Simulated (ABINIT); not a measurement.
Records of electronic-structure calculations.

**SnF3 (Fm-3m): a self-consistent loop beyond G0W0, cycle by cycle**

The structure is cubic, space group Fm-3m (No. 225). Conventional cell: a = 8.698 Å, b = 8.698 Å, c = 8.698 Å, α = 90.00°, β = 90.00°, γ = 90.00°. Sn has 6 F at 1.98 Å nearest. Nearest to Sn lie 6 F at 2.36 Å. F has 2 Sn at 1.98 to 2.36 Å nearest. Farther neighbours, and contacts between anions beyond the nearest, are not listed.

```xyz
8
Lattice="0.0000 4.3490 4.3490 4.3490 0.0000 4.3490 4.3490 4.3490 0.0000" Properties=species:S:1:pos:R:3 pbc="T T T"
Sn    4.3490    4.3490    4.3490
Sn    0.0000    0.0000    0.0000
F     4.3490    6.3338    4.3490
F     4.3490    4.3490    2.3642
F     4.3490    2.3642    4.3490
F     6.3338    4.3490    4.3490
F     2.3642    4.3490    4.3490
F     4.3490    4.3490    6.3338
```

| Quantity | Value |
| --- | --- |
| method | RPA screening on PBEsol from quasiparticle energies, plane waves, norm-conserving pseudopotentials (and 5 further levels or steps) |
| program | ABINIT 10.8.3 |
| settings | cutoff 38 Ha, PseudoDojo scalar-relativistic 0.4 stringent, norm-conserving, ngkpt (2, 2, 2), nband 195, ecuteps 4.8 Ha, gwcalctyp 10, inclvkb 2, shiftk (0, 0, 0), symchi 1, awtr 1, frequency ppm, cycle 3, q points all but q = 0, 2×2×2 k-mesh |
| notes | The program’s warnings: nproc spkpt=  >= nkpt= * nsppol=. The cell and positions are those that the Materials Project relaxed with its own functionals (PBE, PBE+U or r2SCAN), kept fixed. Limits: no spin-orbit coupling. The first cycle of evGW0 takes the full correction, without the factor Z, so it overshoots the one-shot value. The 2×2×2 mesh is coarse for this cell, which bears on the long-range parts of exchange and screening. |
| G0W0 | 5.278 eV |
| evGW0, cycle 1 | 5.739 eV |
| evGW0, cycle 2 | 5.519 eV |
| evGW0, cycle 3 | 5.535 eV |
| evGW0, cycle 4 | 5.534 eV |
| evGW, cycle 1 | 6.072 eV |
| evGW, cycle 2 | 6.130 eV |
| evGW, cycle 3 | 6.137 eV |
| known limits | short of the basis limit; no spin-orbit coupling; coarse k mesh |

Only the bands that the input lists are updated; the higher empty ones keep the functional's energies. The evGW loop starts from the last levels of evGW0, so its cycles and time come on top of those.

[Long decimals in the printed logs are rounded to 6 places.]

[Logs are printed without paths, hosts, clocks, repeated set-up lines and the standing remarks that a program may print on its own settings, such as how far it seeks lower states.]

[Paths, hosts, dates, memory and timing lines, banners, echoed tables and standing remarks are left out of the program output; an Ansatz launch command may be rebuilt from the run's recorded settings. Measured values are a selection of at most five: reports struck by readers or far from the other reports are left out. None is set beside runs whose start may be inverted or whose files or cutoffs have a known fault.]

[Runs of the session that timed out or met a known fault of the program may be left out.]

[Hosts, paths, dates, database ids (printed as entryN), source tags and the programs' standing remarks are cut or masked in the printed files.]

[G0W0 gaps are taken among the corrected bands and points alone; a level outside them can change the order at an edge.]

[Where Ansatz stands beside ABINIT at settings called matched, ABINIT's density can come from a denser mesh and the files from another edition; pairs whose starting gaps differed by over 0.03 eV were left out, so agreement reads better than it is.]
